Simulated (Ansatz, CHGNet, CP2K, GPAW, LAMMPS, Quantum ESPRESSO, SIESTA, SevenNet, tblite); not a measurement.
# Running aqueous Cs+ and SO4 2-, 1.7 mol of salt per kg of water at 360 K (106 atoms) with SIESTA

Aim: run aqueous Cs+ and SO4 2-, 1.7 mol of salt per kg of water at 360 K (106 atoms) in SIESTA and see how near its forces come to a plane-wave reference, and at what cost.

Main program and level: SIESTA 5.4.2; the method is named at each step.

## (1) The structure

The cell holds 106 atoms: 37 O, 1 S, 66 H and 2 Cs. Cell: a = 10.287 Å, b = 10.287 Å, c = 10.287 Å, α = 90.0°, β = 90.0°, γ = 90.0°. 33 H2O, 2 Cs+, 1 SO4 2- placed at random, at 1.46 g/cm³; overlaps pushed apart, then 10 ps at 420 K with Joung-Cheatham ions (J. Phys. Chem. B 112, 9020 (2008)); MMFF94 bonds, angles, torsions, charges and radii (Halgren, J. Comput. Chem. 17, 490 (1996)) in harmonic and 12-6 forms; SPC/E water (Berendsen, Grigera and Straatsma, J. Phys. Chem. 91, 6269 (1987)). Snapshot after 20 ps at 360 K and fixed volume.

The yardstick, on the same geometry:

* method: Kohn-Sham DFT, PBE, PAW, plane waves (Ansatz 0.2.0); cutoff 420 eV, Γ point, fermi-dirac smearing of 0.05 eV; PAW set soft_2
* r.m.s. force component: 0.6808 eV/Å
* longest force: 3.854 eV/Å
* pressure: 0.4929 GPa
* gap (highest filled to lowest empty level): 4.141 eV
* SCF cycles: 9
* time: 5.8 s on 8 threads of Arm Neoverse V2, shared host
* CPU time: 40 s

## (2) PBE, DZP, shift 0.01 Ry, mesh 500 Ry

Method: Kohn-Sham DFT, PBE, PseudoDojo 0.4.1 norm-conserving pseudopotentials (converted to PSML), numerical atomic orbitals (DZP), diagonalisation.

The .psml files are PseudoDojo norm-conserving potentials that we converted to this format, checked against plane waves on the same files for H, C, O, Si, Ge and Ca alone.

The input, input.fdf:

```
SystemLabel cell
NumberOfAtoms 106
NumberOfSpecies 4
%block ChemicalSpeciesLabel
  1 8 O
  2 16 S
  3 1 H
  4 55 Cs
%endblock ChemicalSpeciesLabel
LatticeConstant 1.0 Ang
%block LatticeVectors
  10.28660 0.00000 0.00000
  0.00000 10.28660 0.00000
  0.00000 0.00000 10.28660
%endblock LatticeVectors
PAO.BasisSize DZP
PAO.EnergyShift 0.01 Ry
XC.Functional GGA
XC.Authors PBE
MeshCutoff 500 Ry
%block kgrid_Monkhorst_Pack
  1 0 0 0.0
  0 1 0 0.0
  0 0 1 0.0
%endblock kgrid_Monkhorst_Pack
SolutionMethod diagon
OccupationFunction FD
ElectronicTemperature 580 K
SCF.Mixer.Method Pulay
SCF.Mixer.Weight 0.15
SCF.Mixer.History 8
SCF.Mix Hamiltonian
MaxSCFIterations 300
SCF.DM.Tolerance 1e-04
SCF.H.Tolerance 1.0e-3 eV
WriteForces T
Write.HirshfeldPop T
Write.VoronoiPop T
Write.DM F
Write.H F
XML.Write F
AtomicCoordinatesFormat Fractional
%block AtomicCoordinatesAndAtomicSpecies
  0.33369 0.81119 0.99038 1
  0.20575 0.76501 0.02262 2
  0.11230 0.86468 0.03966 1
  0.16794 0.68239 0.91656 1
  0.21565 0.68485 0.13646 1
  0.57116 0.29467 0.50341 1
  0.61995 0.29911 0.58738 3
  0.51926 0.21252 0.50040 3
  0.36006 0.00977 0.16509 1
  0.35073 0.93655 0.10182 3
  0.39256 0.97529 0.24998 3
  0.51511 0.99864 0.40443 1
  0.59788 0.00875 0.35446 3
  0.53509 0.96700 0.49416 3
  0.47986 0.51949 0.78450 1
  0.40110 0.56598 0.75154 3
  0.50433 0.55496 0.87164 3
  0.23145 0.89382 0.50913 1
  0.27875 0.83660 0.44637 3
  0.25019 0.98696 0.48853 3
  0.93977 0.35747 0.52226 1
  0.89201 0.43678 0.55191 3
  0.92161 0.34205 0.42801 3
  0.32548 0.15986 0.50992 1
  0.39542 0.11183 0.46246 3
  0.31361 0.24767 0.46992 3
  0.84745 0.10788 0.56247 1
  0.88227 0.19424 0.53451 3
  0.82662 0.05440 0.48400 3
  0.80616 0.98278 0.32380 1
  0.75802 0.02979 0.25364 3
  0.89560 0.96084 0.29264 3
  0.55480 0.04115 0.64686 1
  0.51750 0.03241 0.73621 3
  0.65160 0.04788 0.65268 3
  0.28038 0.42162 0.43906 1
  0.36937 0.46046 0.44383 3
  0.22177 0.48095 0.38911 3
  0.35312 0.72194 0.34089 1
  0.41948 0.65281 0.35731 3
  0.29470 0.69419 0.26832 3
  0.53741 0.68990 0.01006 1
  0.46228 0.75004 0.02380 3
  0.53033 0.61470 0.07127 3
  0.09063 0.55708 0.31356 1
  0.01550 0.50017 0.28976 3
  0.11908 0.60753 0.23548 3
  0.76348 0.01102 0.01705 1
  0.77971 0.91652 0.03307 3
  0.84041 0.04995 0.97216 3
  0.86312 0.44240 0.26413 1
  0.79104 0.47024 0.32313 3
  0.83006 0.43711 0.17286 3
  0.72910 0.69314 0.38453 1
  0.70576 0.78416 0.35960 3
  0.81281 0.69354 0.43396 3
[... 46 atom lines left out ...]
  0.38836 0.20955 0.91682 3
  0.45382 0.33650 0.84754 3
  0.01560 0.82526 0.76294 4
  0.15880 0.29650 0.67854 4
%endblock AtomicCoordinatesAndAtomicSpecies
```

Started as:

```
OMP_NUM_THREADS=1 mpirun -np 2 siesta < input.fdf > output.txt
```

Log:

```text
Version         : 5.4.2
reinit: System Name:
reinit: System Label: cell
initatom: Reading input for the pseudopotentials and atomic orbitals ----------
Species number:   1 Atomic number:    8 Label: O
Species number:   2 Atomic number:   16 Label: S
Species number:   3 Atomic number:    1 Label: H
Species number:   4 Atomic number:   55 Label: Cs
Ground state valence configuration (from tables):   2s02  2p04  3d00  4f00
Ground state valence configuration (from tables):   3s02  3p04  3d00  4f00
Ground state valence configuration (from tables):   1s01  2p00  3d00  4f00
Ground state valence configuration (from tables):   6s01  6p00  5d00  4f00
---- Processing specs for species: O
GGA--PBE XC_GGA_X_PBE--XC_GGA_C_PBE pb
---- Processing specs for species: S
GGA--PBE XC_GGA_X_PBE--XC_GGA_C_PBE pb
---- Processing specs for species: H
GGA--PBE XC_GGA_X_PBE--XC_GGA_C_PBE pb
---- Processing specs for species: Cs
GGA--PBE XC_GGA_X_PBE--XC_GGA_C_PBE pb
Semicore shell(s) with  8 electrons included in the valence for Cs
Semicore shell(s): 5s 5p
Fallback to non-perturbative polarization scheme for Cs
Please see the manual if this is not desired in principle
O pseudopotential only contains V_ls up to l=2 -- lmxkb reset.
S pseudopotential only contains V_ls up to l=2 -- lmxkb reset.
H pseudopotential only contains V_ls up to l=1 -- lmxkb reset.
Using PAO.SplitTailNorm
%block ChemicalSpeciesLabel
    1    8 O                       # Species index, atomic number, species label
    2   16 S                       # Species index, atomic number, species label
    3    1 H                       # Species index, atomic number, species label
    4   55 Cs                      # Species index, atomic number, species label
%endblock ChemicalSpeciesLabel
%block PAO.Basis                 # Define Basis set
O                     2                    # Species label, number of l-shells
 n=2   0   2                         # n, l, Nzeta
   3.532      2.299
   1.000      1.000
 n=2   1   2 P   1                   # n, l, Nzeta, Polarization, NzetaPol
   4.300      2.782
[...]
S                     2                    # Species label, number of l-shells
 n=3   0   2                         # n, l, Nzeta
[...]
n=3   1   2 P   1                   # n, l, Nzeta, Polarization, NzetaPol
[...]
H                     1                    # Species label, number of l-shells
 n=1   0   2 P   1                   # n, l, Nzeta, Polarization, NzetaPol
[...]
Cs                    4                    # Species label, number of l-shells
 n=5   0   1                         # n, l, Nzeta
   4.223
   1.000
 n=6   0   2                         # n, l, Nzeta
  10.761      8.395
   1.000      1.000
 n=5   1   1                         # n, l, Nzeta
   5.078
   1.000
 n=6   1   1                         # n, l, Nzeta
  10.761
   1.000
%endblock PAO.Basis
coor:   Atomic-coordinates input format  =     Fractional
siesta: System type = bulk
initatomlists: Number of atoms, orbitals, and projectors:    106   842   865
siesta: ******************** Simulation parameters ****************************
Total number of electrons:   312.000000
Total ionic charge:   312.000000
 Kpoints in:            1 . Kpoints trimmed:            1
siesta: k-grid: Number of k-points = 1
siesta: k-points from Monkhorst-Pack grid
siesta: k-cutoff (effective) =     5.143 Ang
siesta: k-point supercell and displacements
siesta: k-grid:     1     0     0      0.000
siesta: k-grid:     0     1     0      0.000
siesta: k-grid:     0     0     1      0.000
                     ====================================
                        Single-point calculation
                     ====================================
outcell: Unit cell vectors (Ang):
       10.286600    0.000000    0.000000
        0.000000   10.286600    0.000000
        0.000000    0.000000   10.286600
outcell: Cell vector modules (Ang)   :   10.286600   10.286600   10.286600
outcell: Cell angles (23,13,12) (deg):     90.0000     90.0000     90.0000
outcell: Cell volume (Ang**3)        :   1088.4677
Gamma-point calculation with interaction between periodic images
Gamma-point calculation with interaction between periodic images
Some features might not work optimally:
Some features might not work optimally:
e.g. DM initialization from atomic data
e.g. DM initialization from atomic data
new_DM -- step:     1
Initializing Density Matrix...
Attempting to read DM from file... Failed...
DM filled with atomic data:
InitMesh: MESH = 144 x 144 x 144 = 2985984
InitMesh: Mesh cutoff (required, used) =   500.000   541.606 Ry
stepf: Fermi-Dirac step function
        iscf     Eharris(eV)        E_KS(eV)     FreeEng(eV)     dDmax    Ef(eV) dHmax(eV)
   scf:    1   -19280.555849   -19244.265914   -19244.265914  1.628348 -4.187423  9.344854
   scf:    2   -19273.827051   -19260.206729   -19260.206729  0.071146 -4.884033  5.732304
   scf:    3   -19272.810656   -19270.115245   -19270.115245  0.120170 -4.797104  0.799873
[...]
scf:   10   -19270.299169   -19270.299167   -19270.299167  0.000186 -4.599341  0.001190
   scf:   11   -19270.299167   -19270.299167   -19270.299167  0.000033 -4.599471  0.000355
SCF Convergence by DM+H criterion
max |DM_out - DM_in|         :     0.0000328402
max |H_out - H_in|      (eV) :     0.0003554402
SCF cycle converged after 11 iterations
Using DM_out to compute the final energy and forces
siesta: E_KS(eV) =           -19270.2992
siesta: E_KS - E_eggbox =    -19270.2992
siesta: Atomic forces (eV/Ang):
     1    2.542697    2.956747   -0.543683
     2    2.006021   -2.238830   -1.003620
     3   -3.170437    3.616076    0.657813
[...]
105   -1.181948    0.956479   -1.083196
   106   -0.001694   -0.152173    0.160487
----------------------------------------
   Tot    0.015292    0.006171   -0.002540
----------------------------------------
   Max    3.616076
   Res    0.652266    sqrt( Sum f_i^2 / 3N )
----------------------------------------
   Max    3.616076    constrained
Stress tensor Voigt[x,y,z,yz,xz,xy] (kbar):       -7.10        7.95      -10.94       -5.44       -1.85        5.16
(Free)E + p*V (eV/cell)   -19268.0154
Target enthalpy (eV/cell)   -19270.2992
siesta: Program's energy decomposition (eV):
siesta: Ebs     =     -4473.741434
siesta: Eions   =     28745.355976
siesta: Ena     =      4842.229902
siesta: Ekin    =     12619.740069
siesta: Enl     =     -2586.728655
siesta: DEna    =      -105.790421
siesta: DUscf   =        21.168096
siesta: Ex      =     -4961.922025
siesta: Ec      =      -353.640157
siesta: Exc     =     -5315.562181
siesta: Eharris =    -19270.299167
siesta: Etot    =    -19270.299167
siesta: FreeEng =    -19270.299167
siesta: Final energy (eV):
siesta:  Band Struct. =   -4473.741434
siesta:       Kinetic =   12619.740069
siesta:       Hartree =    9195.553019
siesta:         Exch. =   -4961.922025
siesta:         Corr. =    -353.640157
siesta:   Exch.-corr. =   -5315.562181
siesta:  Ion-electron =  -29611.018384
siesta:       Ion-ion =   -6159.011689
siesta:         Total =  -19270.299167
siesta:         Fermi =      -4.599471
siesta: Stress tensor (static) (eV/Ang**3):
siesta:    -0.004429    0.003223   -0.001152
siesta:     0.003223    0.004961   -0.003393
siesta:    -0.001152   -0.003393   -0.006826
siesta: Cell volume =       1088.467728 Ang**3
siesta: Pressure (static):
siesta:                Solid            Molecule  Units
siesta:           0.00002285          0.00002537  Ry/Bohr**3
siesta:           0.00209817          0.00232977  eV/Ang**3
siesta:           3.36163389          3.73270845  kBar
    Orbital volume contribution        =          29.179727 eV
    (Free)E + p_basis*V_orbitals       =      -19241.119440 eV
    (Free)Eharris+ p_basis*V_orbitals  =      -19241.119441 eV
Hirshfeld Atomic Populations:
Atom #   charge [q] valence [e]  Species
     1    -0.137370    6.137370  O
     2     0.468130    5.531870  S
     3    -0.131269    6.131269  O
     4    -0.186095    6.186095  O
[...]
7     0.126804    0.873196  H
     8     0.091885    0.908115  H
[...]
10     0.072460    0.927540  H
[...]
105     0.385060    8.614940  Cs
   106     0.391399    8.608601  Cs
--------------------
 Total    -0.000007
Voronoi Atomic Populations:
Atom #   charge [q] valence [e]  Species
[...]
2     0.553864    5.446136  S
[...]
99    -0.166559    6.166559  O
[...]
102    -0.198321    6.198321  O
   103     0.088075    0.911925  H
   104     0.077922    0.922078  H
   105     0.220827    8.779173  Cs
   106     0.211773    8.788227  Cs
--------------------
 Total    -0.000006
```

Elapsed: 81 s, on 2 MPI ranks of Arm Neoverse V2, shared host; peak memory 1.6 GiB.

Banners, paths, timers and routine set-up lines are dropped from the logs unmarked, and long logs keep their key lines alone; longer cuts are marked.

Compared with the plane-wave run:

```
r.m.s. force component                           : 0.6523 eV/Å
r.m.s. difference of force components            : 241.7 meV/Å
longest difference of force vectors              : 1000 meV/Å
force difference over r.m.s. force               : 35.5 %
slope of forces against the reference's          : 0.896
correlation of force components                  : 0.9351
gap (highest filled to lowest empty level) : 4.182 eV
gap difference                                   : 0.0411 eV
pressure                                         : 0.3361 GPa
pressure difference                              : -0.1568 GPa
```

This run lies far from the reference in forces at the same functional.

Length of the force difference by element (eV/Å):

```
element  atoms   mean   most
     Cs      2  0.089  0.098
      H     66   0.38   0.52
      O     37   0.45    1.0
      S      1   0.14   0.14
```

Levels nearest the highest filled one (eV from it): -0.73, -0.68, -0.54, -0.51, -0.39, -0.38, -0.33, -0.28, -0.24, -0.21, -0.19, 0.00, 4.18, 5.55, 5.84, 5.98, 6.29, 6.29, 6.56, 6.81, 7.01, 7.14, 7.30, 7.38.

Local excerpt of 10 atoms (numbers count through the whole input) about H53, picked at random; x, y, z are measured from there.

```
atom      x      y      z  distance (Å)  bonds  Hirshfeld charge (e)     Fx     Fy  Fz (eV/Å)
 H53   0.00   0.00   0.00          0.00      1                  0.11  -0.18   0.04       0.46
 O51   0.34   0.05   0.94          1.00      2                 -0.15  -0.27  -0.04       0.22
 H52  -0.40   0.34   1.55          1.63      1                  0.13   0.23  -0.01      -1.12
 O84  -0.50   0.54  -1.98          2.11      2                 -0.20   0.69   0.02       0.33
 H85  -1.38   0.14  -1.74          2.22      1                  0.09  -0.35   0.53      -0.03
 H46   1.91   0.65   1.20          2.35      1                  0.08  -0.02   0.29      -0.08
 H86  -0.52   1.52  -1.82          2.43      1                  0.10  -0.24  -0.45      -0.29
 H59   0.71   2.29  -0.42          2.43      1                  0.11   0.11   0.96      -0.28
 H23   0.94  -0.98   2.62          2.95      1                  0.12   0.05   0.69       0.40
 H91   1.38   0.21  -2.64          2.98      1                  0.10   0.37   0.39      -0.08
```

Forces lie 36 % from the reference's, at 4.0 times its CPU time (on 2 against 8 cores).

## (3) PBE, SZ, shift 0.01 Ry, mesh 500 Ry

Method: Kohn-Sham DFT, PBE, PseudoDojo 0.4.1 norm-conserving pseudopotentials (converted to PSML), numerical atomic orbitals (SZ), diagonalisation.

Changes to input.fdf since step 2:

```diff
@@ -15,3 +15,3 @@
 %endblock LatticeVectors
-PAO.BasisSize DZP
+PAO.BasisSize SZ
 PAO.EnergyShift 0.01 Ry
```

Started as:

```
OMP_NUM_THREADS=1 siesta < input.fdf > output.txt
```

Log:

```text
Version         : 5.4.2
reinit: System Name:
reinit: System Label: cell
initatom: Reading input for the pseudopotentials and atomic orbitals ----------
Species number:   1 Atomic number:    8 Label: O
Species number:   2 Atomic number:   16 Label: S
Species number:   3 Atomic number:    1 Label: H
Species number:   4 Atomic number:   55 Label: Cs
Ground state valence configuration (from tables):   2s02  2p04  3d00  4f00
Ground state valence configuration (from tables):   3s02  3p04  3d00  4f00
Ground state valence configuration (from tables):   1s01  2p00  3d00  4f00
Ground state valence configuration (from tables):   6s01  6p00  5d00  4f00
---- Processing specs for species: O
GGA--PBE XC_GGA_X_PBE--XC_GGA_C_PBE pb
---- Processing specs for species: S
[... lines left out ...]
Total number of electrons:   312.000000
[... lines left out ...]
stepf: Fermi-Dirac step function
        iscf     Eharris(eV)        E_KS(eV)     FreeEng(eV)     dDmax    Ef(eV) dHmax(eV)
[... lines left out ...]
SCF Convergence by DM+H criterion
[... lines left out ...]
SCF cycle converged after 12 iterations
[... lines left out ...]
   Max   15.644195
[... lines left out ...]
   Max   15.644195    constrained
Stress tensor Voigt[x,y,z,yz,xz,xy] (kbar):     -144.82     -149.77     -137.90        8.36       -2.63       -1.35
[... lines left out ...]
siesta: FreeEng =    -19138.877966
siesta: Final energy (eV):
siesta:  Band Struct. =   -4253.313474
siesta:       Kinetic =   12933.463648
siesta:       Hartree =    9291.741650
siesta:         Exch. =   -4995.280472
siesta:         Corr. =    -354.068924
siesta:   Exch.-corr. =   -5349.349395
siesta:  Ion-electron =  -29855.722179
siesta:       Ion-ion =   -6159.011689
siesta:         Total =  -19138.877966
siesta:         Fermi =      -3.613229
siesta: Stress tensor (static) (eV/Ang**3):
siesta:    -0.090387   -0.000841   -0.001641
siesta:    -0.000841   -0.093476    0.005216
siesta:    -0.001641    0.005216   -0.086068
siesta: Cell volume =       1088.467728 Ang**3
siesta: Pressure (static):
siesta:                Solid            Molecule  Units
siesta:           0.00097997          0.00138178  Ry/Bohr**3
siesta:           0.08997694          0.12686918  eV/Ang**3
siesta:         144.15895747        203.26683610  kBar
    Orbital volume contribution        =          13.317063 eV
    (Free)E + p_basis*V_orbitals       =      -19125.560903 eV
    (Free)Eharris+ p_basis*V_orbitals  =      -19125.560903 eV
Hirshfeld Atomic Populations:
Atom #   charge [q] valence [e]  Species
     1    -0.262453    6.262453  O
     2     0.886821    5.113179  S
     3    -0.254439    6.254439  O
     4    -0.303557    6.303557  O
[...]
7     0.152328    0.847672  H
     8     0.130020    0.869980  H
[...]
10     0.096901    0.903099  H
[...]
105     0.381084    8.618916  Cs
   106     0.388130    8.611870  Cs
--------------------
 Total    -0.000009
Voronoi Atomic Populations:
Atom #   charge [q] valence [e]  Species
[...]
2     0.888023    5.111977  S
[...]
99    -0.301469    6.301469  O
[...]
102    -0.329418    6.329418  O
   103     0.164079    0.835921  H
   104     0.163627    0.836373  H
   105     0.152193    8.847807  Cs
   106     0.147508    8.852492  Cs
--------------------
 Total    -0.000009
```

Wall time 61 s (1 thread); peak memory 0.7 GiB.

Against the reference:

| Property | Result |
| --- | --- |
| r.m.s. force component | 3.143 eV/Å |
| r.m.s. difference of force components | 3229 meV/Å |
| longest difference of force vectors | 16020 meV/Å |
| force difference over r.m.s. force | 474.3 % |
| slope of forces against the reference's | -0.0923 |
| correlation of force components | -0.01999 |
| gap (highest filled to lowest empty level) | 3.095 eV |
| gap difference | -1.046 eV |
| pressure | 14.42 GPa |
| pressure difference | 13.92 GPa |

This is a coarse setting, run to see what it loses.

Against the first run (36 %), the force difference from the reference is 474 %, at 0.38 times the CPU time (on 1 against 2 cores), with 228 basis functions against 842: the smaller basis costs accuracy.

[end of part 1 of 2]

[Also dropped from logs without a mark: logging warnings of Python, and SIESTA's first energy breakdown and zero terms.]

[Logs are printed without paths, hosts, clocks, repeated set-up lines and the standing remarks that a program may print on its own settings, such as how far it seeks lower states.]

[Hosts, paths, dates, database ids (printed as entryN), source tags and the programs' standing remarks are cut or masked in the printed files.]

[The MMFF94 radii named for the starting cell were scaled by 0.96; in molecules described by MMFF94, hydrogen bound to N, O or S took a small fixed 12-6 site in their place.]
